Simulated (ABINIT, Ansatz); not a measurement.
## AlBiTe3 (Pm-3m): zone-centre phonons

Aim: the zone-centre modes of AlBiTe3 (Pm-3m).

Main program and level: ABINIT 10.8.3; DFT LDA, scalar-relativistic, plane waves, HGH norm-conserving pseudopotentials.

This is a report of a sequence of runs, with most program output left out.

The structure was built from a prototype and need not be the compound's stable phase.

## Step 1: Set-up

It takes space group Pm-3m (No. 221, cubic). Conventional cell: a = 5.209 Å, b = 5.209 Å, c = 5.209 Å, α = 90.00°, β = 90.00°, γ = 90.00°. Bi has 12 Te at 3.68 Å nearest. Al has 6 Te at 2.60 Å nearest. Te has 2 Al at 2.60 Å and 4 Bi at 3.68 Å nearest. Farther neighbours and most contacts between anions are not listed.

As a file:

```cif
data_structure
_symmetry_space_group_name_H-M 'Pm-3m'
_symmetry_Int_Tables_number 221
_cell_length_a 5.2086
_cell_length_b 5.2086
_cell_length_c 5.2086
_cell_angle_alpha 90.000
_cell_angle_beta 90.000
_cell_angle_gamma 90.000
_cell_volume 141.30
loop_
_atom_site_label
_atom_site_type_symbol
_atom_site_symmetry_multiplicity
_atom_site_Wyckoff_symbol
_atom_site_fract_x
_atom_site_fract_y
_atom_site_fract_z
_atom_site_occupancy
Bi1 Bi 1 a 0.00000 0.00000 0.00000 1
Al1 Al 1 b 0.50000 0.50000 0.50000 1
Te1 Te 3 c 0.50000 0.50000 0.00000 1
```

## Step 2: Relaxation

The harmonic expansion needs vanishing forces, and a free crystal bears no stress, so cell and atoms are brought to rest. Stress is more sensitive to the basis than forces are: the last 3 Ha under the cutoff are smoothed with ecutsm, and the cutoff is raised above that of the later runs.

The starting cell comes from a relaxation made beforehand in Ansatz (LDA, PseudoDojo NC).

Input file relax.abi:

```
# relaxation
ionmov 2
optcell 2
dilatmx 1.08
ntime 40
tolmxf 1.0d-05
tolvrs 1.0d-14
prtwf 0
prtden 0
chksymtnons 0

# basis, mesh and filling
ecut 26.0
ecutsm 3.0
ixc 7
ngkpt 4 4 4
nshiftk 1
shiftk 0.0 0.0 0.0
istwfk *1
occopt 7
tsmear 0.01
nband 20
nstep 100
diemac 1000000.0
prtebands 0
prtgsr 0

# cell and atoms
acell 9.842764097 9.842764097 9.842764097
rprim 
    1.0 0.0 0.0
    0.0 1.0 0.0
    0.0 0.0 1.0
ntypat 3
znucl 83 13 52
natom 5
typat 1 2 3 3 3
xred 
    0.0 0.0 0.0
    0.5 0.5 0.5
    0.5 0.5 0.0
    0.5 0.0 0.5
    0.0 0.5 0.5
pp_dirpath "./pseudo"
pseudos "Bi.hgh, Al.hgh, Te.hgh"
```

On the command line:

```console
OMP_NUM_THREADS=1 mpirun -n 4 abinit relax.abi > relax.log
```

The job ended after 78 s (4 MPI ranks of Intel Xeon at 2.70GHz, shared host).

The steps of the relaxation:

| step | energy less that of the first step (eV) | largest force (eV/Å) | volume (Å³) |
| --- | --- | --- | --- |
| 1 | 0.0000 | 0.0000 | 141.30 |
| 2 | -0.0007 | 0.0000 | 141.54 |
| 3 | -0.0023 | 0.0000 | 142.66 |
| 4 | -0.0023 | 0.0000 | 142.67 |

| conventional cell, symmetrised | before | after | change |
| --- | --- | --- | --- |
| a (Å) | 5.209 | 5.225 | +0.3 % |
| b (Å) | 5.209 | 5.225 | +0.3 % |
| c (Å) | 5.209 | 5.225 | +0.3 % |
| volume (Å³/atom) | 28.26 | 28.53 | +1.0 % |

Read from the output:

```yaml
volume_per_atom: 28.53 Å³
pressure: 7.18e-5 GPa
gap_on_the_k_mesh: 0 eV
```

The volume changes by +1.0 % from the cell with which this run began.

## Step 3: Ground state

First-order wavefunctions inherit every error of the ground state, hence the very tight tolvrs. Occupations are smeared.

Input file gs.abi:

```
# ground state
tolvrs 1.0d-16
prtden 1
prtwf 1

# basis, mesh and filling
ecut 20.0
ixc 7
ngkpt 4 4 4
nshiftk 1
shiftk 0.0 0.0 0.0
istwfk *1
occopt 7
tsmear 0.01
nband 20
nstep 100
diemac 1000000.0
prtebands 0
prtgsr 0

# cell and atoms
acell 9.874484099 9.874484099 9.874484099
rprim 
    1.0 0.0 0.0
    0.0 1.0 0.0
    0.0 0.0 1.0
ntypat 3
znucl 83 13 52
natom 5
typat 1 2 3 3 3
xred 
    0.0 0.0 0.0
    0.5 0.5 0.5
    0.5 0.5 0.0
    0.5 0.0 0.5
    0.0 0.5 0.5
pp_dirpath "./pseudo"
pseudos "Bi.hgh, Al.hgh, Te.hgh"
```

On the command line:

```console
OMP_NUM_THREADS=1 mpirun -n 4 abinit gs.abi > gs.log
```

It took 13 s on 4 MPI ranks; 52 s of CPU time.

Numbers from this step:

```yaml
pressure: -0.1260 GPa
```

The cell stands at -0.13 GPa: the relaxation ran with a smoothed and higher cutoff, and the difference is a stress of the finite basis.

## Step 4: Zone-centre response

At q = 0 one unit cell holds all displacements. The response is solved for single atoms along the cell's directions, and symmetry skips those that follow from others. The crystal is treated as a metal, which screens a static field, so no field response is asked.

Input file dfpt_gamma.abi:

```

# common to the responses
getwfk_filepath "gso_WFK"
kptopt 2
nqpt 1
qpt 0.0 0.0 0.0
asr 0
chneut 0

# displacements
rfphon 1
rfatpol 1 5
rfdir 1 1 1
tolvrs 1.0d-10
prtwf 0

# basis, mesh and filling
ecut 20.0
ixc 7
ngkpt 4 4 4
nshiftk 1
shiftk 0.0 0.0 0.0
istwfk *1
occopt 7
tsmear 0.01
nband 20
nstep 100
diemac 1000000.0
prtebands 0
prtgsr 0

# cell and atoms
acell 9.874484099 9.874484099 9.874484099
rprim 
    1.0 0.0 0.0
    0.0 1.0 0.0
    0.0 0.0 1.0
ntypat 3
znucl 83 13 52
natom 5
typat 1 2 3 3 3
xred 
    0.0 0.0 0.0
    0.5 0.5 0.5
    0.5 0.5 0.0
    0.5 0.0 0.5
    0.0 0.5 0.5
pp_dirpath "./pseudo"
pseudos "Bi.hgh, Al.hgh, Te.hgh"
```

On the command line:

```console
OMP_NUM_THREADS=1 mpirun -n 4 abinit dfpt_gamma.abi > dfpt_gamma.log
```

Elapsed: 92 s, on 4 MPI ranks; 6.1 min of CPU time.

This step gave:

```
largest acoustic frequency at the zone centre before the sum rule : -0.88 cm⁻¹
highest optical zone-centre mode (no LO-TO term)                  : 292.6 cm⁻¹
lowest optical zone-centre mode                                   : -77.09 cm⁻¹
```

The acoustic modes at Γ come out as far as 0.9 cm⁻¹ from zero, where they should vanish, a small numerical error. The lowest optical mode is imaginary, 77i cm⁻¹, an instability at this level and on this k mesh.

## Step 5: Modes with the sum rule

anaddb reads the merged derivatives and imposes the acoustic sum rule.

Input file anaddb.abi:

```
ddb_filepath "gamma_DDB"
output_file "anaddb.abo"
outdata_prefix "anaddb"
asr 1
chneut 1
enunit 2
eivec 1
nph1l 1
qph1l 0.0 0.0 0.0 1.0
```

Input file mrgddb.in:

```
gamma_DDB
merged
2
dfpt_gammao_DDB
gso_DDB
```

On the command line:

```console
mrgddb < mrgddb.in > mrgddb.log
OMP_NUM_THREADS=1 anaddb anaddb.abi > anaddb.log
```

Run time: 0.76 s. Hardware: 1 thread.

This step gave:

```
lowest optical zone-centre mode : -77.08 cm⁻¹
```

No LO-TO term; unit eigenvectors of the mass-weighted matrix, from anaddb's displacements. The modes at Γ (shares of kinetic energy by element, %) (negative means imaginary):

| mode | frequency (cm⁻¹) | symmetry | Bi % | Al % | Te % |
| --- | --- | --- | --- | --- | --- |
| 1 | -77.1 | T1u | 52 | 1 | 47 |
| 2 | -77.1 | T1u | 52 | 1 | 47 |
| 3 | -77.1 | T1u | 52 | 1 | 47 |
| 4 | -55.0 | T2u | 0 | 0 | 100 |
| 5 | -55.0 | T2u | 0 | 0 | 100 |
| 6 | -55.0 | T2u | 0 | 0 | 100 |
| 7 | 0.0 | acoustic | 34 | 4 | 62 |
| 8 | 0.0 | acoustic | 34 | 4 | 62 |
| 9 | 0.0 | acoustic | 34 | 4 | 62 |
| 10 | 21.0 | T1u | 14 | 24 | 62 |
| 11 | 21.0 | T1u | 14 | 24 | 62 |
| 12 | 21.0 | T1u | 14 | 24 | 62 |
| 13 | 292.6 | T1u | 0 | 70 | 30 |
| 14 | 292.6 | T1u | 0 | 70 | 30 |
| 15 | 292.6 | T1u | 0 | 70 | 30 |

Displacements in mode 1 (-77.1 cm⁻¹), the largest set to 1:
```
Bi1  0.00  0.00  1.00
Al2  0.00  0.00  0.37
Te3  0.00  0.00  0.00
Te4  0.00  0.00 -0.86
Te5  0.00  0.00 -0.86
```

Displacements in mode 4 (-55.0 cm⁻¹), the largest set to 1:
```
Bi1  0.00  0.00  0.00
Al2  0.00  0.00  0.00
Te3  0.00  0.00  0.00
Te4  0.00  0.00 -1.00
Te5  0.00  0.00  1.00
```

The rule moves no optical mode by more than 0.1 cm⁻¹.

## Step 6: Sum rules set otherwise (asr 0)

Without the rule the raw error of the acoustic modes shows.

anaddb.abi, as its differences from that of step 5:

```diff
@@ -3,4 +3,4 @@
 outdata_prefix "anaddb"
-asr 1
-chneut 1
+asr 0
+chneut 0
 enunit 2
```

mrgddb.in is that of step 5.

It took 0.75 s on 1 thread.

Numbers from this step:

```
lowest optical zone-centre mode : -77.09 cm⁻¹
```

Zone-centre frequencies as printed; negative means imaginary. Modes:

| mode | frequency (cm⁻¹) |
| --- | --- |
| 1 | -77.09 |
| 2 | -77.09 |
| 3 | -77.09 |
| 4 | -55 |
| 5 | -55 |
| 6 | -55 |
| 7 | -0.88 |
| 8 | -0.88 |
| 9 | -0.88 |
| 10 | 21.04 |
| 11 | 21.04 |
| 12 | 21.04 |
| 13 | 292.6 |
| 14 | 292.6 |
| 15 | 292.6 |

## Step 7: A second program

The same cell goes through another code, with its own cutoff. The potentials differ.

This step: DFT LDA, scalar-relativistic, plane waves, PseudoDojo norm-conserving pseudopotentials (Ansatz 0.2.0).

Input file input.yaml:

```yaml
crystal:
  lattice:
    - [5.2253519546, 0.0, 0.0]
    - [0.0, 5.2253519546, 0.0]
    - [0.0, 0.0, 5.2253519546]
  atoms:
    - { symbol: Bi, position: [0.0, 0.0, 0.0] }
    - { symbol: Al, position: [0.5, 0.5, 0.5] }
    - { symbol: Te, position: [0.5, 0.5, 0.0] }
    - { symbol: Te, position: [0.5, 0.0, 0.5] }
    - { symbol: Te, position: [0.0, 0.5, 0.5] }
kpoints:
  mp_grid: { grid: [4, 4, 4] }
hamiltonian:
  xc: lda
  pseudopotentials: { kind: nc, accuracy: standard }
scf:
  occupations: { method: gaussian, width: 0.27211 }
output:
  eigenvalues: true
phonons:
  method: dfpt
```

On the command line:

```console
ansatz run input.yaml --threads 4 --pin off --max-ram 8192MiB --backend cpu --events-out ev --progress --plain --runs-dir out
```

It took 83 s on 4 threads; peak memory 2.6 GiB.

Numbers from this step:

```yaml
sum_rule_residual_before_enforcement: 8.02e-5 eV/Å²
highest_optical_zone_centre_mode_no_lo_to_term: 300.4 cm⁻¹
lowest_optical_zone_centre_mode: -77.62 cm⁻¹
```

## Step 8: Side by side: ABINIT HGH and Ansatz, PseudoDojo

Worked out from the results:

* root-mean-square difference: 4.81 cm⁻¹
* largest difference: 7.8 cm⁻¹

Optical modes, paired by symmetry label. Frequencies side by side, by row:

| q (reciprocal lattice) | mode | ABINIT HGH (cm⁻¹) | Ansatz, PseudoDojo (cm⁻¹) |
| --- | --- | --- | --- |
| 0 0 0 | 1 | -77.1 | -77.6 |
| 0 0 0 | 2 | -77.1 | -77.6 |
| 0 0 0 | 3 | -77.1 | -77.6 |
| 0 0 0 | 4 | -55 | -55.2 |
| 0 0 0 | 5 | -55 | -55.2 |
| 0 0 0 | 6 | -55 | -55.2 |
| 0 0 0 | 10 | 21 | 26.6 |
| 0 0 0 | 11 | 21 | 26.6 |
| 0 0 0 | 12 | 21 | 26.6 |
| 0 0 0 | 13 | 292.6 | 300.4 |
| 0 0 0 | 14 | 292.6 | 300.4 |
| 0 0 0 | 15 | 292.6 | 300.4 |

At the zone centre the largest difference (acoustic modes at Γ apart) is 3 % of the highest mode.

## Step 9: What came out

| Property | Result |
| --- | --- |
| space group after relaxation | Pm-3m |
| volume per atom | 28.5 Å³ |
| highest optical zone-centre mode (no LO-TO term) | 292.6 cm⁻¹ |
| lowest optical zone-centre mode | -77.1 cm⁻¹ |
| imaginary optical modes at the zone centre (no q mesh in this session) | yes |
| largest difference from Ansatz, PseudoDojo | 7.8 cm⁻¹ |

At the LDA level the optical modes of AlBiTe3 (Pm-3m) at the zone centre run from 77i to 293 cm⁻¹, so the structure is a saddle point, with 6 modes beyond 10i cm⁻¹ there. ABINIT HGH and Ansatz, PseudoDojo differ by 4.8 cm⁻¹ in the root mean square and by 7.8 cm⁻¹ at most, 2.7 % of the highest mode compared (acoustic modes at Γ left out); the two use different potentials, and the cell was not relaxed for the second set. These are harmonic frequencies at zero temperature: anharmonic shifts and linewidths and thermal expansion are left out. Spin-orbit coupling is left out, which can matter for the heavy elements here. The HGH files keep few electrons and have no core correction, which is cheap but rough for Bi. In a metal the frequencies hang on the k mesh and the smearing, most of all near Kohn anomalies. The structure is a hypothetical one, built on a prototype.

[Host names and launcher messages were left out of these logs when they were recorded.]

[Logs are printed without paths, hosts, clocks, repeated set-up lines and the standing remarks that a program may print on its own settings, such as how far it seeks lower states.]

[Hosts, paths, dates, database ids (printed as entryN), source tags and the programs' standing remarks are cut or masked in the printed files.]
